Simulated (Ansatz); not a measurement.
**(MgO)3(LiF)1 [001] superlattice, started as rocksalt type: relaxing the cell for a phonon run**

Aim: bring (MgO)3(LiF)1 [001] superlattice, started as rocksalt type to small forces and stress, as phonons need.

Method: DFT PBE, scalar-relativistic, plane waves, PAW, in Ansatz 0.2.0.

The structure was built from a prototype and need not be the compound's stable phase.

### 1. Starting point

Symmetry: P4/mmm, No. 123, tetragonal system. The conventional cell has a = 2.945 Å, b = 2.945 Å, c = 8.330 Å, α = 90.00°, β = 90.00°, γ = 90.00°. Nearest to F lie 2 Mg at 2.08 Å and 4 Li at 2.08 Å. Nearest to Li lie 2 O at 2.08 Å and 4 F at 2.08 Å. Nearest to Mg lie 1 F at 2.08 Å and 5 O at 2.08 Å. Nearest to Mg lie 6 O at 2.08 Å. O has 1 Li at 2.08 Å and 5 Mg at 2.08 Å nearest. O has 6 Mg at 2.08 Å nearest. Farther neighbours and most contacts between anions are not listed.

### 2. A coarse first look

First a cheap look: the gap decides the mesh and the occupations, the pressure tells how far the cell has to move.

Input file input.yaml:

```yaml
crystal:
  lattice:
    - [2.0825, 2.0825, 0.0]
    - [-2.0825, 2.0825, 0.0]
    - [0.0, 0.0, 8.33]
  atoms:
    - { symbol: F, position: [0.0, 0.0, 0.75] }
    - { symbol: Li, position: [0.5, 0.5, 0.75] }
    - { symbol: Mg, position: [0.0, 0.0, 0.0] }
    - { symbol: Mg, position: [0.5, 0.5, 0.25] }
    - { symbol: Mg, position: [0.0, 0.0, 0.5] }
    - { symbol: O, position: [0.5, 0.5, 0.0] }
    - { symbol: O, position: [0.0, 0.0, 0.25] }
    - { symbol: O, position: [0.5, 0.5, 0.5] }
kpoints:
  mp_grid: { grid: [6, 6, 2] }
hamiltonian:
  xc: pbe
scf:
  occupations: { method: gaussian, width: 0.1 }
output:
  forces: true
  stress: true
  eigenvalues: true
```

Run with:

```
> ansatz run input.yaml --threads 8 --pin off --max-ram 14336MiB --backend cpu --events-out ev --progress --plain --runs-dir out
```

Numbers of over 12 decimals in the logs are rounded to 6 here.

The log of the run:

```text
Engine: ansatz 0.2.0, aarch64-unknown-linux-gnu
Pseudopotentials: kind: paw
Pseudopotential: F, paw, valence charge 7, recommended cutoff 420 eV (normal), F.paw.azcp
Pseudopotential: Li, paw, valence charge 3, recommended cutoff 420 eV (normal), Li.paw.azcp
Pseudopotential: Mg, paw, valence charge 10, recommended cutoff 420 eV (normal), Mg.paw.azcp
[...]
k-point 0: bands = [... 25 lower, 6.6814, 6.8008, 7.1907, 7.1907, 12.2356, 15.0614, 15.7702, 16.9346, ... 2 higher]
  k-point 1: bands = [... 25 lower, 6.7268, 6.7268, 7.1652, 7.1652, 13.2010, 13.3664, 17.0142, 17.0922, ... 2 higher]
  k-point 2: bands = [... 25 lower, 6.4137, 6.6987, 6.8554, 7.1283, 13.1740, 15.3928, 15.7809, 17.4949, ... 2 higher]
  k-point 19: bands = [... 25 lower, 5.4730, 5.7222, 5.9125, 6.2657, 16.9631, 16.9631, 18.0627, 18.1561, ... 2 higher]
[key lines of the parts left out:]
SCF converged after 7 iterations
Free energy (F): -8498.286160 eV
Fermi energy:    9.713846 eV
P = ⅓ Tr σ = 6.0243 GPa (60.243 kbar)
```

Wall time 0.49 s (8 threads of Arm Neoverse V2, shared host); peak memory 0.48 GiB.

A gap read on the k-mesh alone can miss the band edges.

Numbers from this step:

```
pressure           : 6.024 GPa
gap on the k-mesh  : 5.045 eV
volume per atom    : 9.031 Å³
direct gap on mesh : 5.045 eV
```

The coarse mesh shows a gap of 5.04 eV and a pressure of 6.0 GPa.

### 3. Rough relaxation

A rough relaxation comes first, because large forces or stress need no tight tolerances yet.

Edit input.yaml of step 2 so:

```diff
@@ -15,3 +15,3 @@
 kpoints:
-  mp_grid: { grid: [6, 6, 2] }
+  mp_grid: { grid: [6, 6, 4] }
 hamiltonian:
@@ -24 +24,6 @@
   eigenvalues: true
+relax:
+  adjacent_minimum: "off"
+  f_tol: 0.05
+  max_steps: 80
+  cell: { stress_tol: 0.5 }
```

The log of the run:

```text
[...]
Crystal: 8 atoms, lattice volume = 72.251 Å³
Basis set: ecut = 420 eV, 1383 PW (Γ), exchange–correlation on 40×40×120 points (8 copies of the dense FFT grid, shifted against one another)
Bands: 37, of which v1, the nominal top of the filled ones, is band 29 counted from 1 (28 counted from 0)
Symmetry: 16 space group operations
[...]
k-points: 30 of 144
[...]
- [2.107788, 2.107788, 0.0]
    - [-2.107788, 2.107788, 0.0]
    - [0.0, 0.0, 8.459877]
  atoms:
    - { symbol: F, position: [0, 0, 0.75] }
    - { symbol: Li, position: [0.5, 0.5, 0.75] }
    - { symbol: Mg, position: [0, 0, -0.000736642] }
    - { symbol: Mg, position: [0.5, 0.5, 0.25] }
    - { symbol: Mg, position: [0, 0, 0.500737] }
    - { symbol: O, position: [0.5, 0.5, -0.00468531] }
    - { symbol: O, position: [0, 0, 0.25] }
    - { symbol: O, position: [0.5, 0.5, 0.504685] }
[key lines of the parts left out:]
SCF converged after 6 iterations
Free energy (F): -8498.361570 eV
Fermi energy:    9.029395 eV
P = ⅓ Tr σ = 0.0419 GPa (0.419 kbar)
```

Wall time 4.5 s (8 threads); peak memory 0.55 GiB.

Step by step:

| step | energy less that of the first step (eV) | largest force component (eV/Å) | pressure (GPa) | volume (Å³) |
| --- | --- | --- | --- | --- |
| 1 | 0.0000 | 0.6049 | 6.02 | 72.25 |
| 2 | -0.0452 | 0.2790 | 3.38 | 73.39 |
| 3 | -0.0618 | 0.0231 | 0.18 | 74.92 |
| 4 | -0.0618 | 0.0074 | -0.02 | 75.01 |
| 5* | -0.0753 | 0.0074 | 0.32 | 75.01 |
| 6 | -0.0749 | 0.0052 | 0.03 | 75.17 |
| 7* | -0.0754 | 0.0052 | 0.04 | 75.17 |

Relaxation steps marked * repeat the geometry before them on a plane-wave basis chosen anew for their cell, so energy and pressure can jump there.

The run keeps the 16 symmetry operations that it works with, so distortions that break them were not tested.

| conventional cell, symmetrised | before | after | change |
| --- | --- | --- | --- |
| a (Å) | 2.945 | 2.981 | +1.2 % |
| b (Å) | 2.945 | 2.981 | +1.2 % |
| c (Å) | 8.330 | 8.460 | +1.6 % |
| volume (Å³/atom) | 9.03 | 9.40 | +4.0 % |

The atoms that moved most (Å, as changes of fractional coordinates times the final cell):

| atom | dx | dy | dz | length |
| --- | --- | --- | --- | --- |
| O6 | 0.000 | 0.000 | -0.040 | 0.040 |
| O8 | 0.000 | 0.000 | 0.040 | 0.040 |
| Mg3 | 0.000 | 0.000 | -0.006 | 0.006 |
| Mg5 | 0.000 | 0.000 | 0.006 | 0.006 |

The relaxed structure:

```cif
data_structure
_symmetry_space_group_name_H-M 'P 1'
_symmetry_Int_Tables_number 1
_cell_length_a 2.9809
_cell_length_b 2.9809
_cell_length_c 8.4599
_cell_angle_alpha 90.000
_cell_angle_beta 90.000
_cell_angle_gamma 90.000
_cell_volume 75.17
loop_
_atom_site_label
_atom_site_type_symbol
_atom_site_fract_x
_atom_site_fract_y
_atom_site_fract_z
_atom_site_occupancy
F1 F 0.00000 0.00000 0.75000 1
Li2 Li 0.50000 0.50000 0.75000 1
Mg3 Mg 0.00000 0.00000 0.99926 1
Mg4 Mg 0.50000 0.50000 0.25000 1
Mg5 Mg 0.00000 0.00000 0.50074 1
O6 O 0.50000 0.50000 0.99531 1
O7 O 0.00000 0.00000 0.25000 1
O8 O 0.50000 0.50000 0.50469 1
```

This step gave:

```yaml
pressure: 0.04185 GPa
gap_on_the_k_mesh: 4.765 eV
volume_per_atom: 9.396 Å³
direct_gap_on_mesh: 4.765 eV
```

In this step the volume went from 9.03 to 9.40 Å³/atom.

### 4. Relaxation

The cell and atoms are relaxed, since residual forces and stress would shift the frequencies.

Input file input.yaml:

```yaml
crystal:
  lattice:
    - [2.1077881438, 2.1077881438, 0.0]
    - [-2.1077881438, 2.1077881438, 0.0]
    - [0.0, 0.0, 8.4598766598]
  atoms:
    - { symbol: F, position: [0.0, 0.0, 0.75] }
    - { symbol: Li, position: [0.5, 0.5, 0.75] }
    - { symbol: Mg, position: [0.0, 0.0, -0.000736642] }
    - { symbol: Mg, position: [0.5, 0.5, 0.25] }
    - { symbol: Mg, position: [0.0, 0.0, 0.500736642] }
    - { symbol: O, position: [0.5, 0.5, -0.0046853097] }
    - { symbol: O, position: [0.0, 0.0, 0.25] }
    - { symbol: O, position: [0.5, 0.5, 0.5046853097] }
kpoints:
  mp_grid: { grid: [6, 6, 4] }
hamiltonian:
  xc: pbe
scf:
  occupations: { method: gaussian, width: 0.02 }
output:
  forces: true
  stress: true
  eigenvalues: true
  write_density: true
  write_potential: true
  elf: true
  volumetric_format: npy
relax:
  adjacent_minimum: "off"
  f_tol: 0.005
  max_steps: 80
  cell: { stress_tol: 0.05 }
```

The log of the run:

```text
[...]
Crystal: 8 atoms, lattice volume = 75.171 Å³
Basis set: ecut = 420 eV, 1401 PW (Γ), exchange–correlation on 40×40×120 points (8 copies of the dense FFT grid, shifted against one another)
Bands: 37, of which v1, the nominal top of the filled ones, is band 29 counted from 1 (28 counted from 0)
[... 1 set-up line as in the run before ...]
[...]
k-points: 30 of 144
[...]
SCF iter   1: F=—  HF=-8498.367711 eV  |F-HF|=—  |Δ(HF+E_count)|=         —  Δρ=2.22e-3  dr2=1.91e-2  ethr=1.77e-3  ⟨swp⟩=6.5  Hψ=4850  notcnv=0
[...]
SCF iter   7: F=-8498.361570 eV  HF=-8498.361570 eV  |F-HF|=1.42e-9  |Δ(HF+E_count)|=   3.57e-8  Δρ=3.52e-6  dr2=6.73e-9  ethr=1.72e-10  ⟨swp⟩=8.0  Hψ=6161  notcnv=0
SCF 1 converged in 7 iterations: F = -8498.361570 eV  dr2 = 6.73e-9
[...]
relax step   1: F+E_penalty+E_count = -8498.36156984 eV  Δ(F+E_penalty+E_count) = +0.000e0 eV  max|allowed force component| = 5.215e-3 eV/Å  Δτ_max = 0.0000 Å  P = +0.042 GPa  Ω = 75.171 Å³  (7 SCF iters, dr2 threshold 1.00e-7 eV, accepted)
Crystal: 8 atoms, lattice volume = 75.182 Å³
[...]
SCF iter   6: F=-8498.361536 eV  HF=-8498.361536 eV  |F-HF|=7.28e-12  |Δ(HF+E_count)|=  2.46e-10  Δρ=1.93e-7  dr2=2.29e-11  ethr=1.07e-12  ⟨swp⟩=4.6  Hψ=5416  notcnv=0
SCF 2 converged in 6 iterations: F = -8498.361536 eV  dr2 = 2.29e-11
relax step   2: F+E_penalty+E_count = -8498.36153613 eV  Δ(F+E_penalty+E_count) = +3.371e-5 eV  max|allowed force component| = 4.826e-3 eV/Å  Δτ_max = 0.0003 Å  P = +0.025 GPa  Ω = 75.182 Å³  energy of the carried Pulay correction = -4.480e-5 eV  (6 SCF iters, accepted)
Crystal: 8 atoms, lattice volume = 75.211 Å³
[...]
SCF iter   6: F=-8498.361445 eV  HF=-8498.361445 eV  |F-HF|=4.91e-11  |Δ(HF+E_count)|=  5.64e-11  Δρ=6.74e-7  dr2=1.94e-10  ethr=2.64e-12  ⟨swp⟩=4.9  Hψ=5569  notcnv=0
SCF 3 converged in 6 iterations: F = -8498.361445 eV  dr2 = 1.94e-10
relax step   3: F+E_penalty+E_count = -8498.36144484 eV  Δ(F+E_penalty+E_count) = +9.129e-5 eV  max|allowed force component| = 5.067e-4 eV/Å  Δτ_max = 0.0009 Å  P = -0.013 GPa  Ω = 75.211 Å³  energy of the carried Pulay correction = -1.525e-4 eV  (6 SCF iters, dr2 threshold 1.82e-8 eV, accepted)
[...]
SCF iter   6: F=-8498.361744 eV  HF=-8498.361744 eV  |F-HF|=1.82e-12  |Δ(HF+E_count)|=  1.40e-10  Δρ=1.07e-7  dr2=4.27e-12  ethr=1.00e-12  ⟨swp⟩=4.4  Hψ=4564  notcnv=0
SCF 4 converged in 6 iterations: F = -8498.361744 eV  dr2 = 4.27e-12
relax step   4: F+E_penalty+E_count = -8498.36174360 eV  Δ(F+E_penalty+E_count) = -2.988e-4 eV  max|allowed force component| = 5.072e-4 eV/Å  Δτ_max = 0.0000 Å  P = -0.008 GPa  Ω = 75.211 Å³  stress off target by 2.30e-2 GPa  SCF on the basis re-selected at this cell (its energy is not comparable with the rows above)  (6 SCF iters)
[...]
SCF converged after 6 iterations
Free energy (F): -8498.361744 eV
[...]
Internal energy: -8498.361744 eV  (E = F + TS)
E sigma→0 (E₀):  -8498.361744 eV
Fermi energy:    9.020446 eV
[...]
--- Forces (eV/Å), atoms counted from 1 ---
  atom   1  F     -0.00000000     0.00000000     0.00000000
  atom   2  Li     0.00000000     0.00000000     0.00000000
  atom   3  Mg     0.00000000    -0.00000000    -0.00050723
  atom   4  Mg    -0.00000000     0.00000000     0.00000000
  atom   5  Mg     0.00000000    -0.00000000     0.00050723
  atom   6  O      0.00000000     0.00000000     0.00032816
  atom   7  O      0.00000000    -0.00000000     0.00000000
  atom   8  O      0.00000000     0.00000000    -0.00032816
  max |Σ_I F_I| component: 2.54e-21 eV/Å
--- Stress (GPa, compression-positive) ---
       -0.022960       0.000000       0.000000
       -0.000000      -0.022960       0.000000
        0.000000       0.000000       0.020613
  P = ⅓ Tr σ = -0.0084 GPa (-0.084 kbar)
--- Band table (eV; the first three rows and the last of 30) ---
  k-point 0: bands = [... 25 lower, 6.2599, 6.3215, 6.6398, 6.6398, 11.4010, 14.2249, 14.8527, 16.3683, ... 4 higher]
  k-point 1: bands = [... 25 lower, 6.2831, 6.2831, 6.6244, 6.6244, 11.6795, 13.4496, 15.5430, 16.4275, ... 4 higher]
  k-point 2: bands = [... 25 lower, 6.3080, 6.3080, 6.6073, 6.6073, 12.2133, 12.6925, 16.0219, 16.5006, ... 4 higher]
  k-point 29: bands = [... 25 lower, 4.9438, 5.1667, 5.5465, 5.8730, 16.2909, 16.2909, 17.1970, 17.2105, ... 4 higher]
--- Relaxed structure (3 steps of the walk, 3 accepted, 1 SCFs on fresh bases) ---
[...]
cell:  # Å, volume = 75.2109 Å³
    - [2.107702, 2.107702, 0.0]
    - [-2.107702, 2.107702, 0.0]
    - [0.0, 0.0, 8.465107]
  atoms:
    - { symbol: F, position: [0, 0, 0.750000] }
    - { symbol: Li, position: [0.500000, 0.500000, 0.750000] }
    - { symbol: Mg, position: [0, 0, -0.000608364] }
    - { symbol: Mg, position: [0.500000, 0.500000, 0.250000] }
    - { symbol: Mg, position: [0, 0, 0.500608] }
    - { symbol: O, position: [0.500000, 0.500000, -0.00455008] }
    - { symbol: O, position: [0, 0, 0.250000] }
    - { symbol: O, position: [0.500000, 0.500000, 0.504550] }
```

It took 2.8 s on 8 threads; peak memory 0.56 GiB.

Little changed from the start: no atom moved by 0.005 Å and no cell edge by 0.1 %.

Numbers from this step:

```yaml
pressure: -0.008436 GPa
gap_on_the_k_mesh: 4.761 eV
volume_per_atom: 9.401 Å³
direct_gap_on_mesh: 4.761 eV
```

Valence density in the ac plane at fractional y = 0.000, with atoms of F and Mg and O within 0.2 Å of it. It is the smooth field of the valence electrons, not physical close to the nuclei.

Values in e/Å³, 24 rows by 15 columns, each cell a mean:
```
18 13  5  1  0  0  0  0  0  0  0  0  1  5 13
 2  2  1  0  0  0  0  0  0  0  0  0  0  1  2
 0  0  0  0  0  0  0  0  0  0  0  0  0  0  0
 1  1  1  0  0  0  0  0  0  0  0  0  0  1  1
 5  4  2  1  0  0  0  0  0  0  0  0  1  2  4
13 11  6  2  1  0  0  0  0  0  0  1  2  6 11
 9  7  4  1  1  0  0  0  0  0  0  1  1  4  7
 2  2  1  1  0  0  0  0  0  0  0  0  1  1  2
 0  0  0  0  0  0  0  0  0  0  0  0  0  0  0
 0  0  0  0  0  0  0  0  0  0  0  0  0  0  0
 9  7  3  1  0  0  0  0  0  0  0  0  1  3  7
27 20  8  2  0  0  0  0  0  0  0  0  2  8 20
18 13  5  1  0  0  0  0  0  0  0  0  1  5 13
 2  2  1  0  0  0  0  0  0  0  0  0  0  1  2
 0  0  0  0  0  0  0  0  0  0  0  0  0  0  0
 1  1  1  0  0  0  0  0  0  0  0  0  0  1  1
 4  4  2  1  1  0  0  0  0  0  0  1  1  2  4
 7  6  4  2  1  0  0  0  0  0  0  1  2  4  6
 6  5  3  2  1  0  0  0  0  0  0  1  2  3  5
 2  2  1  1  0  0  0  0  0  0  0  0  1  1  2
 0  0  0  0  0  0  0  0  0  0  0  0  0  0  0
 1  0  0  0  0  0  0  0  0  0  0  0  0  0  0
 9  6  2  0  0  0  0  0  0  0  0  0  0  2  6
28 21  8  2  0  0  0  0  0  0  0  0  2  8 21
```
Columns run along a (3.0 Å), rows up along c (8.5 Å). Atoms in or near the plane, at fractional coordinates: F at (0.00, 0.75), Mg at (0.00, 0.00), Mg at (0.00, 0.50), O at (0.00, 0.25).

Electrostatic potential energy in the ac plane at fractional y = 0.000, with atoms of F and Mg and O within 0.2 Å of it. With pseudopotentials it is smooth inside the atoms' cores, unlike the true potential.

Ten even steps from '_' (-61 eV) to '@' (11 eV), each cell a mean:
```
____::**%%@@@@@@@@@@@@%%**::__
++++##%%@@@@@@@@@@@@@@@@%%##++
%%%%@@@@@@@@@@@@@@@@@@@@@@@@%%
%%%%@@@@@@@@@@@@@@@@@@@@@@@@%%
====**%%@@@@@@@@@@@@@@@@%%**==
----==**@@@@@@@@@@@@@@@@**==--
----==##@@@@@@@@@@@@@@@@##==--
**##%%@@@@@@@@@@@@@@@@@@@@%%##
@@@@@@@@@@@@@@@@@@@@@@@@@@@@@@
####%%%%@@@@@@@@@@@@@@@@%%%%##
..::==##%%@@@@@@@@@@@@%%##==::
____..++%%@@@@@@@@@@@@%%++..__
____--**%%@@@@@@@@@@@@%%**--__
++**##%%@@@@@@@@@@@@@@@@%%##**
@@@@@@@@@@@@@@@@@@@@@@@@@@@@@@
%%%%@@@@@@@@@@@@@@@@@@@@@@@@%%
==++**%%@@@@@@@@@@@@@@@@%%**++
..::==**@@@@@@@@@@@@@@@@**==::
::--++##@@@@@@@@@@@@@@@@##++--
####%%@@@@@@@@@@@@@@@@@@@@%%##
@@@@@@@@@@@@@@@@@@@@@@@@@@@@@@
####%%@@@@@@@@@@@@@@@@@@@@%%##
::::++##%%@@@@@@@@@@@@%%##++::
____..++%%@@@@@@@@@@@@%%++..__
```
Columns run along a (3.0 Å; values clipped at the 3rd and 97th percentile), rows up along c (8.5 Å). Atoms in or near the plane, at fractional coordinates: F at (0.00, 0.75), Mg at (0.00, 0.00), Mg at (0.00, 0.50), O at (0.00, 0.25).

ELF in the ac plane at fractional y = 0.000, with atoms of F and Mg and O within 0.2 Å of it. It is the smooth field of the valence electrons, not physical close to the nuclei.

Ten even steps from '0' (0.01) to '9' (0.82), each cell a mean:
```
344300000000344
321000000000012
111000000000011
887531000013578
999974100147999
579986100168997
789985100158998
999752000025799
443210000001234
110000000000001
444100000000144
234300000000343
344200000000244
321000000000012
222210000001222
998753100135789
899986200268999
359997311379995
679996311369997
999874100147899
555421000012455
111000000000011
443100000000134
234300000000343
```
Columns run along a (3.0 Å), rows up along c (8.5 Å). Atoms in or near the plane, at fractional coordinates: F at (0.00, 0.75), Mg at (0.00, 0.00), Mg at (0.00, 0.50), O at (0.00, 0.25).

In this step the volume went from 9.40 to 9.40 Å³/atom.

### 5. Relaxing to small forces for the phonons

Phonons need a cell at rest on their own settings, so the relaxation is repeated with tight tolerances on forces and stress on the k mesh and occupations of the first response run.

Input file input.yaml:

```yaml
crystal:
  lattice:
    - [2.1077019613, 2.1077019613, 0.0]
    - [-2.1077019613, 2.1077019613, 0.0]
    - [0.0, 0.0, 8.4651074276]
  atoms:
    - { symbol: F, position: [0.0, 0.0, 0.75] }
    - { symbol: Li, position: [0.5, 0.5, 0.75] }
    - { symbol: Mg, position: [0.0, 0.0, -0.0006083642] }
    - { symbol: Mg, position: [0.5, 0.5, 0.25] }
    - { symbol: Mg, position: [0.0, 0.0, 0.5006083642] }
    - { symbol: O, position: [0.5, 0.5, -0.0045500793] }
    - { symbol: O, position: [0.0, 0.0, 0.25] }
    - { symbol: O, position: [0.5, 0.5, 0.5045500793] }
kpoints:
  mp_grid: { grid: [8, 8, 4] }
hamiltonian:
  xc: pbe
scf:
  occupations: { method: fixed }
output:
  forces: true
  stress: true
  eigenvalues: true
relax:
  adjacent_minimum: "off"
  f_tol: 0.001
  max_steps: 60
  cell: { stress_tol: 0.01 }
```

The log of the run:

```text
[...]
Crystal: 8 atoms, lattice volume = 75.211 Å³
Basis set: ecut = 420 eV, 1401 PW (Γ), exchange–correlation on 40×40×120 points (8 copies of the dense FFT grid, shifted against one another)
Bands: 37, of which v1, the nominal top of the filled ones, is band 29 counted from 1 (28 counted from 0)
[... 1 set-up line as in the run before ...]
[...]
k-points: 45 of 256
[...]
- [2.107475, 2.107475, 0.0]
    - [-2.107475, 2.107475, 0.0]
    - [0.0, 0.0, 8.466883]
  atoms:
    - { symbol: F, position: [0, 0, 0.750000] }
    - { symbol: Li, position: [0.5, 0.5, 0.750000] }
    - { symbol: Mg, position: [0, 0, -0.000616929] }
    - { symbol: Mg, position: [0.5, 0.5, 0.250000] }
    - { symbol: Mg, position: [0, 0, 0.500617] }
    - { symbol: O, position: [0.5, 0.5, -0.00455448] }
    - { symbol: O, position: [0, 0, 0.250000] }
    - { symbol: O, position: [0.5, 0.5, 0.504554] }
[key lines of the parts left out:]
SCF converged after 10 iterations
Free energy (F): -8498.362080 eV
Fermi energy:    6.639420 eV
P = ⅓ Tr σ = -0.0043 GPa (-0.043 kbar)
```

Wall time 3.4 s (8 threads); peak memory 0.56 GiB; 23 s of CPU time.

Little changed from the start: no atom moved by 0.005 Å and no cell edge by 0.1 %.

Numbers from this step:

```yaml
pressure: -0.004350 GPa
gap_on_the_k_mesh: 4.762 eV
direct_gap_on_mesh: 4.762 eV
```

The largest force component left is 0.83 meV/Å and the pressure is -0.004 GPa, within the tolerances set. The cell now holds 9.40 Å³/atom.

### 6. What came out

| Quantity | Value |
| --- | --- |
| space group after relaxation (within 0.01 Å) | P4/mmm |
| lattice constant a | 2.980 Å |
| lattice constant b | 2.980 Å |
| lattice constant c | 8.467 Å |
| volume per atom | 9.40 Å³ |
| gap on the k-mesh | 4.76 eV |

What this shows: The largest force component left is 0.83 meV/Å and the pressure is -0.004 GPa, within the tolerances set. The cell now holds 9.40 Å³/atom. The relaxation keeps the symmetry of its start, so it says nothing on stability against lower symmetry. The starting cell was built on a prototype and not taken from a measurement, so the phase need not exist.

[Logs are printed without paths, hosts, clocks, repeated set-up lines and the standing remarks that a program may print on its own settings, such as how far it seeks lower states.]

[Hosts, paths, dates, database ids (printed as entryN), source tags and the programs' standing remarks are cut or masked in the printed files.]
